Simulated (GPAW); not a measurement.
# Core-hole calculation of the B K edge in CrB (Cmcm), part 3 of 3

How does the B K edge of CrB (Cmcm) move when the bonds are compressed or stretched?

GPAW 26.7.0; X-ray absorption from dipole matrix elements to empty bands, plane-wave PAW LDA.

So far. Step 4 (Spectrum with XCH, B atom 3): The total-energy difference is 185.17 eV. The functional leaves an error in such absolute values: in the free atom LDA prices this hole 2.2 eV below PBE (computed apart), and PBE is itself good to a few eV. Step 6 (Spectrum with XCH, B atom 3): This run also has another mesh (5×5×4 against 4×4×4), so the 16 % r.m.s. difference can't be laid on the changed setting alone. The highest intensity below 16 eV goes from 3.5 eV (1.62) to 3.9 eV (1.64).

## Step 7: Reference energy of the supercell

Level of this step: plane-wave PAW DFT, LDA, self-consistent field (GPAW).

The cell changes for the next run, so it gets a reference energy of its own.

The cell differs from the one that the last finished run ended in (a 4.964 → 5.223 Å, b 4.964 → 5.223 Å, c 5.754 → 6.054 Å).

Input file scf.py:

```python
import numpy as np
from ase import Atoms
from ase.parallel import parprint, paropen
from gpaw import GPAW, PW, FermiDirac, Mixer, MixerDif, setup_paths
from gpaw.test import gen
setup_paths.insert(0, '.')
gen('B', name='nch1s', xcname='LDA', corehole=(1, 0, 0), write_xml=True)
from gpaw.mpi import world
world.barrier()

atoms = Atoms('Cr8B8',
    cell=[[1.51361523, -4.00605878, 2.9895048],
     [1.51361523, 4.00605878, 2.9895048],
     [-6.05446094, 0, 0]],
    scaled_positions=[[0.7695, 0.4805, 0.8125],
     [0.2695, 0.9805, 0.0625],
     [0.7695, 0.4805, 0.3125],
     [0.2695, 0.9805, 0.5625],
     [0.7305, 0.0195, 0.9375],
     [0.2305, 0.5195, 0.1875],
     [0.7305, 0.0195, 0.4375],
     [0.2305, 0.5195, 0.6875],
     [0.06, 0.19, 0.8125],
     [0.56, 0.69, 0.0625],
     [0.06, 0.19, 0.3125],
     [0.56, 0.69, 0.5625],
     [0.44, 0.31, 0.9375],
     [0.94, 0.81, 0.1875],
     [0.44, 0.31, 0.4375],
     [0.94, 0.81, 0.6875]],
    magmoms=[3.0, 3.0, 3.0, 3.0, 3.0, 3.0, 3.0, 3.0, 0.0, 0.0, 0.0, 0.0, 0.0, 0.0, 0.0, 0.0],
    pbc=True)
atoms.calc = calc = GPAW(legacy_gpaw=True, mode=PW(430, force_complex_dtype=True), xc='LDA', setups={8: 'nch1s'},
    kpts={'size': (4, 4, 3), 'gamma': True}, occupations=FermiDirac(0.1),
    charge=0, mixer=MixerDif(0.05, 8, 50), maxiter=150,
    convergence={'density': 0.0001, 'eigenstates': 1e-6}, txt='scf.txt')
energy = atoms.get_potential_energy() + calc.get_reference_energy()
ef = calc.get_fermi_level()
out = dict(energy=energy, fermi=ef, forces=atoms.get_forces().tolist(), magmoms=atoms.get_magnetic_moments().tolist())
parprint(f'all-electron energy {energy:.4f} eV, Fermi level {ef:.4f} eV')
ev = np.array([[calc.get_eigenvalues(k, s) for k in range(len(calc.get_ibz_k_points()))] for s in range(calc.get_number_of_spins())])
out['homo'], out['lumo'], out['counts'] = ev[ev < ef].max(), ev[ev > ef].min(), sorted(set((ev < ef).sum((0, 2)).tolist()))
out['filled'] = (ev[:, 0] < ef).sum(1).tolist()
import json
with paropen('out.json', 'w') as f:
    json.dump(out, f)
```

Started as:

```sh
$ OMP_NUM_THREADS=1 mpirun -n 4 gpaw python scf.py
```

Numbers of over 12 decimals in the logs are rounded to 6 here.

Log:

```text
Input parameters:
  convergence: {density: 0.0001,
                eigenstates: 1e-06}
  kpts: {gamma: True,
         size: (4, 4, 3)}
  maxiter: 150
  mixer: {backend: pulay,
          beta: 0.05,
          method: difference,
          nmaxold: 8,
          weight: 50}
  mode: {ecut: 430.0,
         force_complex_dtype: True,
         name: pw}
  occupations: {fixmagmom: False,
                name: fermi-dirac,
[...]
2s(2) :    -0.344821     1.005361
*s    :     0.655179
2p(1) :    -0.136481     0.982498
*p    :     0.863519
*d    :     0.000000
--------------------------------

Diagonalizing with gridspacing h=0.050

state   all-electron     PAW
-------------------------------
2s:      -0.344821    -0.345234
2p:      -0.136481    -0.136840
*d:                    0.041809
*f:                    0.072211
-------------------------------
all-electron energy -233665.4534 eV, Fermi level 10.7099 eV
[key lines of the parts left out:]
Converged after 32 iterations.
Dipole moment: (0.000000, -0.000000, 0.000000) |e|*Ang
Free energy:   -151.287584
Fermi level: 10.70990
```

The job ended after 2.6 min (4 MPI ranks of Arm Neoverse V1, shared host; peak memory 0.4 GiB).

Reference energy: -233665.453 eV with the cores included.

## Step 8: Spectrum with XCH, B atom 3

Shorter bonds are expected to push antibonding states and scattering resonances up, and longer ones down; the cell is scaled to test that.

Changed against the first core-hole run: volume scale from 1 to 1.06.

Input file xas.py:

```python
import numpy as np
from ase import Atoms
from ase.parallel import parprint, paropen
from gpaw import GPAW, PW, FermiDirac, Mixer, MixerDif, setup_paths
from gpaw.test import gen
setup_paths.insert(0, '.')
gen('B', name='fch1s', xcname='LDA', corehole=(1, 0, 1), write_xml=True)
from gpaw.mpi import world
world.barrier()

atoms = Atoms('Cr8B8',
    cell=[[1.51361523, -4.00605878, 2.9895048],
     [1.51361523, 4.00605878, 2.9895048],
     [-6.05446094, 0, 0]],
    scaled_positions=[[0.7695, 0.4805, 0.8125],
     [0.2695, 0.9805, 0.0625],
     [0.7695, 0.4805, 0.3125],
     [0.2695, 0.9805, 0.5625],
     [0.7305, 0.0195, 0.9375],
     [0.2305, 0.5195, 0.1875],
     [0.7305, 0.0195, 0.4375],
     [0.2305, 0.5195, 0.6875],
     [0.06, 0.19, 0.8125],
     [0.56, 0.69, 0.0625],
     [0.06, 0.19, 0.3125],
     [0.56, 0.69, 0.5625],
     [0.44, 0.31, 0.9375],
     [0.94, 0.81, 0.1875],
     [0.44, 0.31, 0.4375],
     [0.94, 0.81, 0.6875]],
    magmoms=[3.0, 3.0, 3.0, 3.0, 3.0, 3.0, 3.0, 3.0, 0.0, 0.0, 0.0, 0.0, 0.0, 0.0, 0.0, 0.0],
    pbc=True)
atoms.calc = calc = GPAW(legacy_gpaw=True, mode=PW(430, force_complex_dtype=True), xc='LDA', setups={8: 'fch1s'},
    kpts={'size': (4, 4, 3), 'gamma': True}, occupations=FermiDirac(0.1),
    charge=-1, mixer=MixerDif(0.05, 8, 50), maxiter=150,
    convergence={'density': 0.0001, 'eigenstates': 1e-6}, txt='scf.txt')
energy = atoms.get_potential_energy() + calc.get_reference_energy()
ef = calc.get_fermi_level()
out = dict(energy=energy, fermi=ef, forces=atoms.get_forces().tolist(), magmoms=atoms.get_magnetic_moments().tolist())
parprint(f'all-electron energy {energy:.4f} eV, Fermi level {ef:.4f} eV')
ev = np.array([[calc.get_eigenvalues(k, s) for k in range(len(calc.get_ibz_k_points()))] for s in range(calc.get_number_of_spins())])
out['homo'], out['lumo'], out['counts'] = ev[ev < ef].max(), ev[ev > ef].min(), sorted(set((ev < ef).sum((0, 2)).tolist()))
out['filled'] = (ev[:, 0] < ef).sum(1).tolist()

from ase.units import Ha
from gpaw.xas import dipole_matrix_elements
nb = int(calc.get_number_of_electrons() / 2) + 129
top, nb = nb, nb + 8 + nb // 12
nscf = calc.fixed_density(kpts={'size': (4, 4, 4), 'gamma': True}, nbands=nb,
    convergence={'bands': top, 'eigenstates': 5e-3}, maxiter=60, txt='nscf.txt')
cell = atoms.cell.array
ops = [cell.T @ U.T @ np.linalg.inv(cell.T) for U in nscf.wfs.kd.symmetry.op_scc]
E = np.arange(-6, 34, 0.1)
fwhm = np.interp(E, [4, 25], [0.9, 3.5])
Y, X, zero, highest = 0, 0, 1e9, 1e9
for spin in range(nscf.get_number_of_spins()):
    wfs = nscf.wfs
    mine = wfs.bd.get_slice()  # this rank's bands
    A = dipole_matrix_elements(wfs.setups[8])
    eps = np.zeros((wfs.kd.nibzkpts, nb))
    d = np.zeros((3, A.shape[1], wfs.kd.nibzkpts, nb), complex)
    for kpt in wfs.kpt_u:
        if kpt.s == spin and 8 in kpt.P_ani:
            eps[kpt.k, mine] = kpt.eps_n * Ha
            d[:, :, kpt.k, mine] = (kpt.weight * wfs.nspins / 2) ** 0.5 * np.inner(A, kpt.P_ani[8])
    world.sum(eps)
    world.sum(d)
    T = np.einsum('amkn,bmkn->abkn', d, d.conj()).real
    T = sum(np.einsum('ai,ijkn,bj->abkn', R, T, R) for R in ops) / len(ops)
    empty = eps > ef
    zero, highest = min(zero, eps[empty].min()), min(highest, eps[:, top - 1].min())
    lines = [(eps, T, empty)] if spin == 0 else lines + [(eps, T, empty)]
for eps, T, empty in lines:
    f = np.einsum('aakn->akn', T).reshape(3, -1)
    x = eps.ravel() - zero
    w = np.interp(x, E, fwhm) / 2.35482
    g = np.exp(-0.5 * ((E[:, None] - x) / w) ** 2) / (w * (2 * np.pi) ** 0.5)
    Y = Y + (f * empty.ravel()) @ g.T
    X = X + (f * ~empty.ravel()) @ g.T
out.update(E=E.round(2).tolist(), xas=Y.tolist(), xes=X.tolist(), zero=zero, valid=highest - zero, nk=len(eps), nb=nb)
for i in range(0, len(E), 10):
    parprint(f'{E[i]:7.2f}', *(f'{v:10.3e}' for v in Y[:, i]))
import json
with paropen('out.json', 'w') as f:
    json.dump(out, f)
```

Started as:

```sh
$ OMP_NUM_THREADS=1 mpirun -n 4 gpaw python xas.py
```

Log:

```text
Input parameters:
  charge: -1
  convergence: {density: 0.0001,
                eigenstates: 1e-06}
  kpts: {gamma: True,
         size: (4, 4, 3)}
  maxiter: 150
  mixer: {backend: pulay,
          beta: 0.05,
          method: difference,
          nmaxold: 8,
          weight: 50}
  mode: {ecut: 430.0,
         force_complex_dtype: True,
         name: pw}
  occupations: {fixmagmom: False,
[...]
2s:      -0.864526    -0.865247
2p:      -0.653666    -0.654690
*d:                   -0.075592
*f:                   -0.015154
-------------------------------
all-electron energy -233480.1656 eV, Fermi level 10.8433 eV
  -6.00  2.767e-59  1.363e-59  4.801e-59
  -5.00  7.331e-43  3.610e-43  1.221e-42
  -4.00  2.239e-29  1.121e-29  3.432e-29
  -3.00  8.281e-19  4.325e-19  1.093e-18
[...]
32.00  5.209e-04  4.563e-04  4.034e-04
  33.00  5.247e-04  4.366e-04  3.880e-04
[key lines of the parts left out:]
Converged after 45 iterations.
Dipole moment: (-0.245917, 0.793975, -0.501447) |e|*Ang
Free energy:   -170.862601
Fermi level: 10.84333
```

Run time: 6.5 min. Hardware: 4 MPI ranks; peak memory 0.67 GiB.

| E (eV) | first run | this run |
| --- | --- | --- |
| -2.0 | 0.00 | 0.00 |
| -1.0 | 0.00 | 0.00 |
| 0.0 | 0.28 | 0.29 |
| 1.0 | 0.88 | 0.92 |
| 2.0 | 1.02 | 1.13 |
| 3.0 | 1.50 | 1.59 |
| 4.0 | 1.51 | 1.47 |
| 5.0 | 1.21 | 1.03 |
| 6.0 | 0.81 | 0.93 |
| 7.0 | 1.32 | 1.58 |
| 8.0 | 1.37 | 1.25 |
| 9.0 | 1.26 | 1.33 |
| 10.0 | 1.23 | 1.22 |
| 11.0 | 1.14 | 1.08 |
| 12.0 | 0.93 | 0.87 |
| 13.0 | 0.83 | 0.85 |
| 14.0 | 0.81 | 0.74 |
| 15.0 | 0.71 | 0.73 |
| 16.0 | 0.76 | 0.80 |
| 17.0 | 0.79 | 0.72 |
| 18.0 | 0.70 | 0.64 |
| 19.0 | 0.63 | 0.59 |
| 20.0 | 0.58 | 0.49 |
| 21.0 | 0.48 | 0.38 |
| 22.0 | 0.38 | 0.35 |
| 23.0 | 0.37 | 0.39 |
| 24.0 | 0.40 | 0.44 |
| 25.0 | 0.44 | 0.48 |
| 26.0 | 0.48 | 0.53 |
| 27.0 | 0.53 | 0.58 |

Against the first run the r.m.s. difference is 10 %. The highest intensity below 16 eV goes from 3.5 eV (1.62) to 3.3 eV (1.62).

The photon energy of the zero moves by +0.12 eV.

## Step 9: Reference energy of the supercell

The cell changes for the next run, so it gets a reference energy of its own.

The cell differs from the one that the last finished run ended in (a 5.223 → 5.272 Å, b 5.223 → 5.272 Å, c 6.054 → 6.111 Å).

Edit scf.py of step 7 so:

```diff
@@ -11,5 +11,5 @@
 atoms = Atoms('Cr8B8',
-    cell=[[1.51361523, -4.00605878, 2.9895048],
-     [1.51361523, 4.00605878, 2.9895048],
-     [-6.05446094, 0, 0]],
+    cell=[[1.52776199, -4.04350075, 3.01744571],
+     [1.52776199, 4.04350075, 3.01744571],
+     [-6.11104797, 0, 0]],
     scaled_positions=[[0.7695, 0.4805, 0.8125],
```

Started as:

```sh
$ OMP_NUM_THREADS=1 mpirun -n 4 gpaw python scf.py
```

Log:

```text
Input parameters:
  convergence: {density: 0.0001,
                eigenstates: 1e-06}
  kpts: {gamma: True,
         size: (4, 4, 3)}
  maxiter: 150
  mixer: {backend: pulay,
          beta: 0.05,
          method: difference,
          nmaxold: 8,
          weight: 50}
  mode: {ecut: 430.0,
         force_complex_dtype: True,
         name: pw}
  occupations: {fixmagmom: False,
                name: fermi-dirac,
[...]
2s(2) :    -0.344821     1.005361
*s    :     0.655179
2p(1) :    -0.136481     0.982498
*p    :     0.863519
*d    :     0.000000
--------------------------------

Diagonalizing with gridspacing h=0.050

state   all-electron     PAW
-------------------------------
2s:      -0.344821    -0.345234
2p:      -0.136481    -0.136840
*d:                    0.041809
*f:                    0.072211
-------------------------------
all-electron energy -233664.5133 eV, Fermi level 10.3250 eV
[key lines of the parts left out:]
Converged after 35 iterations.
Dipole moment: (-0.000000, 0.000000, 0.000000) |e|*Ang
Free energy:   -150.357618
Fermi level: 10.32497
```

The job ended after 3.4 min (4 MPI ranks; peak memory 0.43 GiB; 14 min of CPU time).

Reference energy: -233664.513 eV with the cores included.

## Step 10: Spectrum with XCH, B atom 3

Shorter bonds are expected to push antibonding states and scattering resonances up, and longer ones down; the cell is scaled to test that.

Changed against the first core-hole run: volume scale from 1 to 1.09.

Edit xas.py of step 8 so:

```diff
@@ -11,5 +11,5 @@
 atoms = Atoms('Cr8B8',
-    cell=[[1.51361523, -4.00605878, 2.9895048],
-     [1.51361523, 4.00605878, 2.9895048],
-     [-6.05446094, 0, 0]],
+    cell=[[1.52776199, -4.04350075, 3.01744571],
+     [1.52776199, 4.04350075, 3.01744571],
+     [-6.11104797, 0, 0]],
     scaled_positions=[[0.7695, 0.4805, 0.8125],
@@ -46,3 +46,3 @@
 from gpaw.xas import dipole_matrix_elements
-nb = int(calc.get_number_of_electrons() / 2) + 129
+nb = int(calc.get_number_of_electrons() / 2) + 132
 top, nb = nb, nb + 8 + nb // 12
```

Started as:

```sh
$ OMP_NUM_THREADS=1 mpirun -n 4 gpaw python xas.py
```

Log:

```text
Input parameters:
  charge: -1
  convergence: {density: 0.0001,
                eigenstates: 1e-06}
  kpts: {gamma: True,
         size: (4, 4, 3)}
  maxiter: 150
  mixer: {backend: pulay,
          beta: 0.05,
          method: difference,
          nmaxold: 8,
          weight: 50}
  mode: {ecut: 430.0,
         force_complex_dtype: True,
         name: pw}
  occupations: {fixmagmom: False,
[...]
2s:      -0.864526    -0.865247
2p:      -0.653666    -0.654690
*d:                   -0.075592
*f:                   -0.015154
-------------------------------
all-electron energy -233479.1681 eV, Fermi level 10.4526 eV
  -6.00  2.580e-59  1.363e-59  5.526e-59
  -5.00  6.973e-43  3.685e-43  1.400e-42
  -4.00  2.180e-29  1.161e-29  3.903e-29
  -3.00  8.256e-19  4.509e-19  1.225e-18
[...]
32.00  5.257e-04  4.467e-04  3.959e-04
  33.00  5.403e-04  4.368e-04  3.917e-04
[key lines of the parts left out:]
Converged after 46 iterations.
Dipole moment: (-0.236549, 0.799527, -0.496112) |e|*Ang
Free energy:   -169.875734
Fermi level: 10.45261
```

The job ended after 8 min (4 MPI ranks; peak memory 0.77 GiB; 32 min of CPU time).

| E (eV) | first run | this run |
| --- | --- | --- |
| -2.0 | 0.00 | 0.00 |
| -1.0 | 0.00 | 0.00 |
| 0.0 | 0.28 | 0.30 |
| 1.0 | 0.88 | 0.94 |
| 2.0 | 1.02 | 1.20 |
| 3.0 | 1.50 | 1.62 |
| 4.0 | 1.51 | 1.45 |
| 5.0 | 1.21 | 0.96 |
| 6.0 | 0.81 | 1.07 |
| 7.0 | 1.32 | 1.58 |
| 8.0 | 1.37 | 1.26 |
| 9.0 | 1.26 | 1.34 |
| 10.0 | 1.23 | 1.22 |
| 11.0 | 1.14 | 1.03 |
| 12.0 | 0.93 | 0.86 |
| 13.0 | 0.83 | 0.83 |
| 14.0 | 0.81 | 0.72 |
| 15.0 | 0.71 | 0.76 |
| 16.0 | 0.76 | 0.79 |
| 17.0 | 0.79 | 0.68 |
| 18.0 | 0.70 | 0.62 |
| 19.0 | 0.63 | 0.55 |
| 20.0 | 0.58 | 0.43 |
| 21.0 | 0.48 | 0.35 |
| 22.0 | 0.38 | 0.36 |
| 23.0 | 0.37 | 0.41 |
| 24.0 | 0.40 | 0.46 |
| 25.0 | 0.44 | 0.51 |
| 26.0 | 0.48 | 0.56 |
| 27.0 | 0.53 | 0.59 |

Against the first run the r.m.s. difference is 14 %. A shift of -0.4 eV leaves 9 %. The highest intensity below 16 eV goes from 3.5 eV (1.62) to 3.2 eV (1.63).

The photon energy of the zero moves by +0.18 eV.

## Step 11: The volumes side by side

| volume | nearest distance (Å) | shift of the zero (eV) | maximum 1 (eV above own zero) | maximum 2 (eV above own zero) | maximum 3 (eV above own zero) |
| --- | --- | --- | --- | --- | --- |
| 0.91 | 1.732 | -0.19 | 3.9 | 8.3 | 18.0 |
| 1 | 1.787 | +0.00 | 3.5 | 7.5 | 16.7 |
| 1.06 | 1.822 | +0.12 | 3.3 | 7.0 | 16.0 |
| 1.09 | 1.839 | +0.18 | 3.2 | 6.8 | 15.7 |

The curves, each shifted by its zero's change so that they share one photon-energy axis, counted from the zero at V × 1:

| E (eV) | V × 0.91 | V × 1 | V × 1.06 | V × 1.09 |
| --- | --- | --- | --- | --- |
| -2.0 | 0.00 | 0.00 | 0.00 | 0.00 |
| -1.0 | 0.01 | 0.00 | 0.00 | 0.00 |
| 0.0 | 0.38 | 0.28 | 0.21 | 0.18 |
| 1.0 | 0.89 | 0.88 | 0.87 | 0.86 |
| 2.0 | 0.95 | 1.02 | 1.08 | 1.11 |
| 3.0 | 1.42 | 1.50 | 1.56 | 1.58 |
| 4.0 | 1.56 | 1.51 | 1.50 | 1.50 |
| 5.0 | 1.38 | 1.21 | 1.09 | 1.05 |
| 6.0 | 0.88 | 0.81 | 0.89 | 0.97 |
| 7.0 | 0.84 | 1.32 | 1.55 | 1.61 |
| 8.0 | 1.43 | 1.37 | 1.27 | 1.26 |
| 9.0 | 1.24 | 1.26 | 1.33 | 1.35 |
| 10.0 | 1.20 | 1.23 | 1.23 | 1.24 |
| 11.0 | 1.17 | 1.14 | 1.11 | 1.08 |
| 12.0 | 1.05 | 0.93 | 0.88 | 0.87 |
| 13.0 | 0.85 | 0.83 | 0.85 | 0.85 |
| 14.0 | 0.81 | 0.81 | 0.76 | 0.73 |
| 15.0 | 0.79 | 0.71 | 0.72 | 0.75 |
| 16.0 | 0.72 | 0.76 | 0.80 | 0.80 |
| 17.0 | 0.76 | 0.79 | 0.74 | 0.70 |
| 18.0 | 0.80 | 0.70 | 0.64 | 0.63 |
| 19.0 | 0.72 | 0.63 | 0.59 | 0.57 |
| 20.0 | 0.65 | 0.58 | 0.50 | 0.46 |
| 21.0 | 0.60 | 0.48 | 0.39 | 0.36 |
| 22.0 | 0.52 | 0.38 | 0.35 | 0.35 |
| 23.0 | 0.42 | 0.37 | 0.39 | 0.40 |
| 24.0 | 0.38 | 0.40 | 0.43 | 0.45 |
| 25.0 | 0.40 | 0.44 | 0.48 | 0.50 |
| 26.0 | 0.44 | 0.48 | 0.53 | 0.55 |

## Step 12: Results

| Item | Value |
| --- | --- |
| absorber and edge | B K, atom 3 of the ground-state input (counted from 1) |
| surroundings | 2 B at 1.79 Å, 4 Cr at 2.18 Å, 2 Cr at 2.22 Å and 1 Cr at 2.28 Å (9-fold, site symmetry m2m) |
| highest intensity below 16 eV | 3.5 eV above the zero, height 1.62 |
| photon energy of the zero (spin-polarised hole, raw) | 185.2 eV (LDA puts this hole about 2 eV below PBE, itself good to a few eV) |

What this shows: From V × 0.91 to V × 1.09 the nearest distance grows by 0.107 Å and the zero moves by +0.36 eV. Above their own zero, the maxima move from 3.9 to 3.2 eV, from 8.3 to 6.8 eV and from 18.0 to 15.7 eV. The one highest in energy moves most, in the direction that the rule ΔE·R² ≈ constant for scattering resonances gives. The meshes differ between volumes, which adds to the changes. The B K edge of atom 3, with 2 B at 1.79 Å, 4 Cr at 2.18 Å, 2 Cr at 2.22 Å and 1 Cr at 2.28 Å (9-fold, site symmetry m2m), has its highest intensity of the first 16 eV at 3.5 eV above the zero, near 189 eV in photon energy (LDA puts this hole about 2 eV below PBE, itself good to a few eV), 1.6 times the mean level of the first 20 eV (Gaussian full width 0.9 eV up to 4 eV, rising linearly to 3.5 eV at 25 eV). At the B K edge of atom 3 polarisation matters most near 4.7 eV, where the curves differ by 2.8 on this scale. The hole lies in one spin channel, while the script sums the empty states of both and takes the lower zero; where the two channels are split, this blurs and shifts the curve. The starting moments shrank to 0.00 μB or less, so this is hardly a magnetic state. The holes are only 5.1 Å apart, so the shape is probably not converged with cell size; no larger cell was run here. The mesh is coarse (0.33 Å⁻¹ between points), so small maxima may be mesh ripples. The structure is a published determination, not relaxed.

[Banner, clock and machine lines of the logs are left out without a mark of their own.]

[Logs are printed without paths, hosts, clocks, repeated set-up lines and the standing remarks that a program may print on its own settings, such as how far it seeks lower states.]

[Hosts, paths, dates, database ids (printed as entryN), source tags and the programs' standing remarks are cut or masked in the printed files.]

[Lists of maxima count a maximum above −3 eV only where it reaches 4 % of the highest in the window and stands out from its surroundings by 2 % of it (1.5 % where it reaches 55 %); shoulders and weaker maxima are passed over, and of the rest the first, up to two pre-edge ones and the few strongest are named.]
